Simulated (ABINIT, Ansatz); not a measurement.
**CsH (P6_3/mmc): modes at Γ and the response to a field**

Aim: the zone-centre modes of CsH (P6_3/mmc).

Method: DFT LDA, scalar-relativistic, plane waves, PseudoDojo norm-conserving pseudopotentials, in ABINIT 10.8.3.

Report form: the programs' logs are mostly left out.

The structure was built from a prototype and need not be the compound's stable phase.

### Step 1. Starting point

The structure is hexagonal, space group P6_3/mmc (No. 194). The conventional cell has a = 5.094 Å, b = 5.094 Å, c = 6.081 Å, α = 90.00°, β = 90.00°, γ = 120.00°. Cs has 5 H at 2.94 to 3.04 Å nearest. Nearest to H lie 5 Cs at 2.94 to 3.04 Å. Farther neighbours are not listed.

Structure file:

```cif
data_structure
_symmetry_space_group_name_H-M 'P 1'
_symmetry_Int_Tables_number 1
_cell_length_a 5.0942
_cell_length_b 5.0942
_cell_length_c 6.0806
_cell_angle_alpha 90.000
_cell_angle_beta 90.000
_cell_angle_gamma 120.000
_cell_volume 136.65
loop_
_atom_site_label
_atom_site_type_symbol
_atom_site_fract_x
_atom_site_fract_y
_atom_site_fract_z
_atom_site_occupancy
Cs1 Cs 0.33333 0.66667 0.25000 1
Cs2 Cs 0.66667 0.33333 0.75000 1
H3 H 0.66667 0.33333 0.25000 1
H4 H 0.33333 0.66667 0.75000 1
```

### Step 2. Relaxation

The harmonic expansion needs vanishing forces, and a free crystal bears no stress, so cell and atoms are brought to rest. Stress is more sensitive to the basis than forces are: the last 3 Ha under the cutoff are smoothed with ecutsm, and the cutoff is raised above that of the later runs.

The starting cell comes from a relaxation made beforehand in Ansatz (LDA, PseudoDojo NC).

Contents of relax.abi:

```
# relaxation
ionmov 2
optcell 2
dilatmx 1.08
ntime 40
tolmxf 1.0d-05
tolvrs 1.0d-14
prtwf 0
prtden 0
chksymtnons 0

# basis, mesh and filling
ecut 39.0
ecutsm 3.0
ngkpt 6 6 4
nshiftk 1
shiftk 0.0 0.0 0.0
istwfk *1
occopt 1
nband 10
nstep 100
diemac 9.0
prtebands 0
prtgsr 0
useylm 1

# cell and atoms
acell 3*1.0 Angstrom
rprim 
    5.094155123 0.0 0.0
    -2.547077562 4.411667748 0.0
    0.0 0.0 6.080577618
ntypat 2
znucl 55 1
natom 4
typat 1 1 2 2
xred 
    1/3 2/3 0.25
    2/3 1/3 0.75
    2/3 1/3 0.25
    1/3 2/3 0.75
pp_dirpath "./pseudo"
pseudos "Cs.upf, H.upf"
```

Launch:

```sh
> OMP_NUM_THREADS=1 mpirun -n 4 abinit relax.abi > relax.log
```

Run time: 95 s. Hardware: 4 MPI ranks of Arm Neoverse V1, shared host.

Little changed from the start: no atom moved by 0.005 Å and no cell edge by 0.1 %.

Numbers from this step:

```
volume per atom : 34.14 Å³
pressure        : 3.67e-4 GPa
```

### Step 3. Self-consistent run for the response

First-order wavefunctions inherit every error of the ground state, hence the very tight tolvrs. The mesh is shifted off Γ, since shifted meshes converge sums over the zone faster.

Contents of gs.abi:

```
# ground state
tolvrs 1.0d-16
prtden 1
prtwf 1

# basis, mesh and filling
ecut 31.0
ngkpt 6 6 4
nshiftk 1
shiftk 0.0 0.0 0.5
istwfk *1
occopt 1
nband 10
nstep 100
diemac 9.0
prtebands 0
prtgsr 0
useylm 1

# cell and atoms
acell 3*1.0 Angstrom
rprim 
    5.093804238 0.0 0.0
    -2.546902119 4.411363872 0.0
    0.0 0.0 6.076627434
ntypat 2
znucl 55 1
natom 4
typat 1 1 2 2
xred 
    1/3 2/3 0.25
    2/3 1/3 0.75
    2/3 1/3 0.25
    1/3 2/3 0.75
pp_dirpath "./pseudo"
pseudos "Cs.upf, H.upf"
```

Launch:

```sh
> OMP_NUM_THREADS=1 mpirun -n 4 abinit gs.abi > gs.log
```

Run time: 19 s. Hardware: 4 MPI ranks; 77 s of CPU time.

This step gave:

```yaml
pressure: -0.02907 GPa
```

The cell stands at -0.029 GPa, close enough for phonons.

### Step 4. The gap at rest

Empty bands on the ground state's density check that the gap assumed so far is there in this cell.

Contents of gap.abi:

```
# empty bands on the ground state's density
iscf -2
getden_filepath "gso_DEN"
tolwfr 1.0d-12
nbdbuf 2
prtwf 0

# basis, mesh and filling
ecut 31.0
ngkpt 6 6 4
nshiftk 1
shiftk 0.0 0.0 0.0
istwfk *1
occopt 1
nband 14
nstep 100
diemac 9.0
prtebands 0
prtgsr 0
useylm 1

# cell and atoms
acell 3*1.0 Angstrom
rprim 
    5.093804238 0.0 0.0
    -2.546902119 4.411363872 0.0
    0.0 0.0 6.076627434
ntypat 2
znucl 55 1
natom 4
typat 1 1 2 2
xred 
    1/3 2/3 0.25
    2/3 1/3 0.75
    2/3 1/3 0.25
    1/3 2/3 0.75
pp_dirpath "./pseudo"
pseudos "Cs.upf, H.upf"
```

Launch:

```sh
> OMP_NUM_THREADS=1 mpirun -n 4 abinit gap.abi > gap.log
```

Wall time 20 s (4 MPI ranks).

Numbers from this step:

| Quantity | Value |
| --- | --- |
| gap on the k-mesh | 2.559 eV |

In this cell the gap on the mesh is 2.6 eV, indirect (smallest direct 2.8 eV), so fixed occupations hold.

### Step 5. Zone-centre response

The derivative of the wavefunctions by k comes first, since the response to a field is built on it; then the field and the displacements that symmetry doesn't supply are solved at q = 0.

It reads the wavefunctions written in step 3.

Contents of dfpt_gamma.abi:

```
ndtset 2

# common to the responses
getwfk_filepath "gso_WFK"
kptopt 2
nqpt 1
qpt 0.0 0.0 0.0
asr 0
chneut 0

# d/dk
rfelfd1 2
rfdir1 1 1 1
iscf1 -3
tolwfr1 1.0d-20

# displacements, field
rfphon2 1
rfatpol2 1 4
rfdir2 1 1 1
rfelfd2 3
getddk2 1
tolvrs2 1.0d-10
prtwf2 0

# basis, mesh and filling
ecut 31.0
ngkpt 6 6 4
nshiftk 1
shiftk 0.0 0.0 0.5
istwfk *1
occopt 1
nband 10
nstep 100
diemac 9.0
prtebands 0
prtgsr 0
useylm 1

# cell and atoms
acell 3*1.0 Angstrom
rprim 
    5.093804238 0.0 0.0
    -2.546902119 4.411363872 0.0
    0.0 0.0 6.076627434
ntypat 2
znucl 55 1
natom 4
typat 1 1 2 2
xred 
    1/3 2/3 0.25
    2/3 1/3 0.75
    2/3 1/3 0.25
    1/3 2/3 0.75
pp_dirpath "./pseudo"
pseudos "Cs.upf, H.upf"
```

Launch:

```sh
> OMP_NUM_THREADS=1 mpirun -n 4 abinit dfpt_gamma.abi > dfpt_gamma.log
```

Elapsed: 7.2 min, on 4 MPI ranks.

Read from the output:

```
miss of the charge sum rule                                       : 0.03948 e
largest acoustic frequency at the zone centre before the sum rule : 0.08 cm⁻¹
highest optical zone-centre mode (no LO-TO term)                  : 556.9 cm⁻¹
lowest optical zone-centre mode                                   : 31.43 cm⁻¹
mean high-frequency dielectric constant                           : 2.999
largest Born charge in size (third of the trace)                  : 1.014 e
```

Born charge (rows field, columns displacement), before the sum rule (e), principal values of the symmetric part by kind of site:

| atom | atoms with these values | low | middle | high | mean |
| --- | --- | --- | --- | --- | --- |
| Cs1 | 2 | 0.96 | 0.96 | 1.13 | 1.01 |
| H3 | 2 | -1.11 | -0.96 | -0.96 | -1.01 |

In full for Cs1:

```
0.96 0.00 0.00
0.00 0.96 0.00
0.00 0.00 1.13
```

High-frequency dielectric tensor:

```
2.99 0.00 0.00
0.00 2.99 0.00
0.00 0.00 3.02
```

The acoustic modes at Γ come out as far as 0.1 cm⁻¹ from zero, where they should vanish, a small numerical error; the Born charges miss their sum rule by 0.039 e, which is fair.

### Step 6. Modes with the sum rule

anaddb reads the merged derivatives, imposes the acoustic sum rule and charge neutrality, and adds the LO-TO term along chosen directions.

Contents of anaddb.abi:

```
ddb_filepath "gamma_DDB"
output_file "anaddb.abo"
outdata_prefix "anaddb"
asr 1
chneut 1
enunit 2
eivec 1
nph1l 1
qph1l 0.0 0.0 0.0 1.0
dieflag 1
nph2l 3
qph2l 
    1.0 0.0 0.0 0.0
    0.0 0.0 1.0 0.0
    1.0 1.0 1.0 0.0
```

Contents of mrgddb.in:

```
gamma_DDB
merged
2
dfpt_gammao_DS2_DDB
gso_DDB
```

Launch:

```sh
> mrgddb < mrgddb.in > mrgddb.log
> OMP_NUM_THREADS=1 anaddb anaddb.abi > anaddb.log
```

Run time: 0.56 s. Hardware: 1 thread.

Numbers from this step:

```
mean static dielectric constant      : 5.799
highest mode moved by the LO-TO term : 729.1 cm⁻¹
```

No LO-TO term; unit eigenvectors of the mass-weighted matrix, from anaddb's displacements. The modes at Γ (shares of kinetic energy by element, %):

| mode | frequency (cm⁻¹) | Cs % | H % |
| --- | --- | --- | --- |
| 1 | 0.0 | 99 | 1 |
| 2 | 0.0 | 99 | 1 |
| 3 | 0.0 | 99 | 1 |
| 4 | 31.4 | 99 | 1 |
| 5 | 31.4 | 99 | 1 |
| 6 | 58.5 | 100 | 0 |
| 7 | 466.0 | 1 | 99 |
| 8 | 519.1 | 0 | 100 |
| 9 | 551.7 | 1 | 99 |
| 10 | 551.7 | 1 | 99 |
| 11 | 556.9 | 1 | 99 |
| 12 | 556.9 | 1 | 99 |

Displacements in mode 4 (31.4 cm⁻¹), the largest set to 1:
```
Cs1  0.00 -1.00  0.00
Cs2  0.00  1.00  0.00
H3   0.00 -0.88  0.00
H4   0.00  0.88  0.00
```

Displacements in mode 6 (58.5 cm⁻¹), the largest set to 1:
```
Cs1  0.00  0.00  1.00
Cs2  0.00  0.00 -1.00
H3   0.00  0.00 -0.55
H4   0.00  0.00  0.55
```

Static dielectric tensor (ions relaxed, fixed cell):

```
5.12 0.00 0.00
0.00 5.12 0.00
0.00 0.00 7.15
```

The rule moves no optical mode by more than 0.1 cm⁻¹.

### Step 7. Cross-check with Ansatz

The same cell, potentials and cutoff go through another code, on another k mesh. Its k mesh is centred on Γ.

This step: DFT LDA, scalar-relativistic, plane waves, PseudoDojo norm-conserving pseudopotentials (Ansatz 0.2.0).

Contents of input.yaml:

```yaml
crystal:
  lattice:
    - [5.0938042384, 0.0, 0.0]
    - [-2.5469021194, 4.4113638722, 0.0]
    - [0.0, 0.0, 6.0766274337]
  atoms:
    - { symbol: Cs, position: [0.3333333333, 0.6666666667, 0.25] }
    - { symbol: Cs, position: [0.6666666667, 0.3333333333, 0.75] }
    - { symbol: H, position: [0.6666666667, 0.3333333333, 0.25] }
    - { symbol: H, position: [0.3333333333, 0.6666666667, 0.75] }
kpoints:
  mp_grid: { grid: [6, 6, 4] }
hamiltonian:
  xc: lda
  pseudopotentials: { kind: nc, accuracy: standard }
scf:
  occupations: { method: fixed }
output:
  eigenvalues: true
basis:
  ecutwfc: 843.553
phonons:
  method: dfpt
  dielectric: true
  rigid_motions: translations
```

Launch:

```sh
> ansatz run input.yaml --threads 4 --pin off --max-ram 8192MiB --backend cpu --events-out ev --progress --plain --runs-dir out
```

Wall time 66 s (4 threads); peak memory 1.6 GiB.

Read from the output:

```yaml
gap_on_the_k_mesh: 2.558 eV
sum_rule_residual_before_enforcement: 9.14e-5 eV/Å²
miss_of_the_charge_sum_rule: 0.002102 e
estimated_error_of_the_dielectric_tensor: 0.007475
estimated_error_of_the_born_charges: 0.01067 e
highest_optical_zone_centre_mode_no_lo_to_term: 556.3 cm⁻¹
lowest_optical_zone_centre_mode: 30.88 cm⁻¹
mean_high_frequency_dielectric_constant: 3.019
largest_born_charge_in_size_third_of_the_trace: 1.013 e
mean_static_dielectric_constant: 5.838
highest_mode_moved_by_the_lo_to_term: 728.9 cm⁻¹
```

Transverse modes. Infrared lines, with heights relative to the strongest:

| position (cm⁻¹) | label | IR intensity ((D/Å)²/amu), degenerate modes summed, relative |
| --- | --- | --- |
| 31 | E2g | 0.0 |
| 58 | B1g | 0.0 |
| 466 | A2u | 68 |
| 519 | B1g | 0.0 |
| 551 | E2g | 0.0 |
| 556 | E1u | 100 |

### Step 8. The two compared: ABINIT PseudoDojo and Ansatz, PseudoDojo

Worked out from the results:

| Property | Result |
| --- | --- |
| root-mean-square difference | 0.47 cm⁻¹ |
| largest difference | 0.58 cm⁻¹ |

Frequencies side by side, by row:

| q (reciprocal lattice) | mode | ABINIT PseudoDojo (cm⁻¹) | Ansatz, PseudoDojo (cm⁻¹) |
| --- | --- | --- | --- |
| 0 0 0 | 1 | 0 | 0 |
| 0 0 0 | 2 | 0 | 0 |
| 0 0 0 | 3 | 0 | 0 |
| 0 0 0 | 4 | 31.43 | 30.88 |
| 0 0 0 | 5 | 31.43 | 30.88 |
| 0 0 0 | 6 | 58.54 | 58.51 |
| 0 0 0 | 7 | 466 | 465.8 |
| 0 0 0 | 8 | 519.1 | 519.4 |
| 0 0 0 | 9 | 551.7 | 551.1 |
| 0 0 0 | 10 | 551.7 | 551.1 |
| 0 0 0 | 11 | 556.9 | 556.3 |
| 0 0 0 | 12 | 556.9 | 556.3 |

The two runs side by side. Further quantities:

| quantity | ABINIT PseudoDojo | Ansatz, PseudoDojo |
| --- | --- | --- |
| mean ε∞ | 2.999 | 3.019 |
| largest Born charge in size (e; the first before, the second after the charge sum rule) | 1.014 | 1.013 |

At the zone centre the largest difference (acoustic modes at Γ apart) is 0.1 % of the highest mode.

### Step 9. Summary of results

```json
{"space group after relaxation": "P6_3/mmc", "volume per atom": "34.1 Å³", "highest optical zone-centre mode (no LO-TO term)": "556.9 cm⁻¹", "lowest optical zone-centre mode": "31.4 cm⁻¹", "highest mode moved by the LO-TO term": "729.1 cm⁻¹", "mean high-frequency dielectric constant": "3.00", "largest Born charge in size (third of the trace)": "1.01 e", "mean static dielectric constant": "5.80", "imaginary optical modes at the zone centre (no q mesh in this session)": "none", "largest difference from Ansatz, PseudoDojo": "0.58 cm⁻¹"}
```

**Reading.** At the LDA level the optical modes of CsH (P6_3/mmc) at the zone centre (no LO-TO term) run from 31 to 557 cm⁻¹. Along the directions run, the highest mode that the macroscopic field moves lies at 729 cm⁻¹. Lattice motion raises the mean dielectric constant from 2.999 to 5.799. ABINIT PseudoDojo and Ansatz, PseudoDojo agree to 0.58 cm⁻¹ (0.1 % of the highest mode compared) on all solved modes but the acoustic ones at Γ, without the LO-TO term. These are harmonic frequencies at zero temperature: anharmonic shifts and linewidths and thermal expansion are left out. Spin-orbit coupling is left out, which can matter for the heavy elements here. Ansatz warns that the cutoff lies 16 % under the one recommended for these files; agreement at one cutoff is not convergence. The structure is a hypothetical one, built on a prototype.

[Host names and launcher messages were left out of these logs when they were recorded.]

[Logs are printed without paths, hosts, clocks, repeated set-up lines and the standing remarks that a program may print on its own settings, such as how far it seeks lower states.]

[Hosts, paths, dates, database ids (printed as entryN), source tags and the programs' standing remarks are cut or masked in the printed files.]
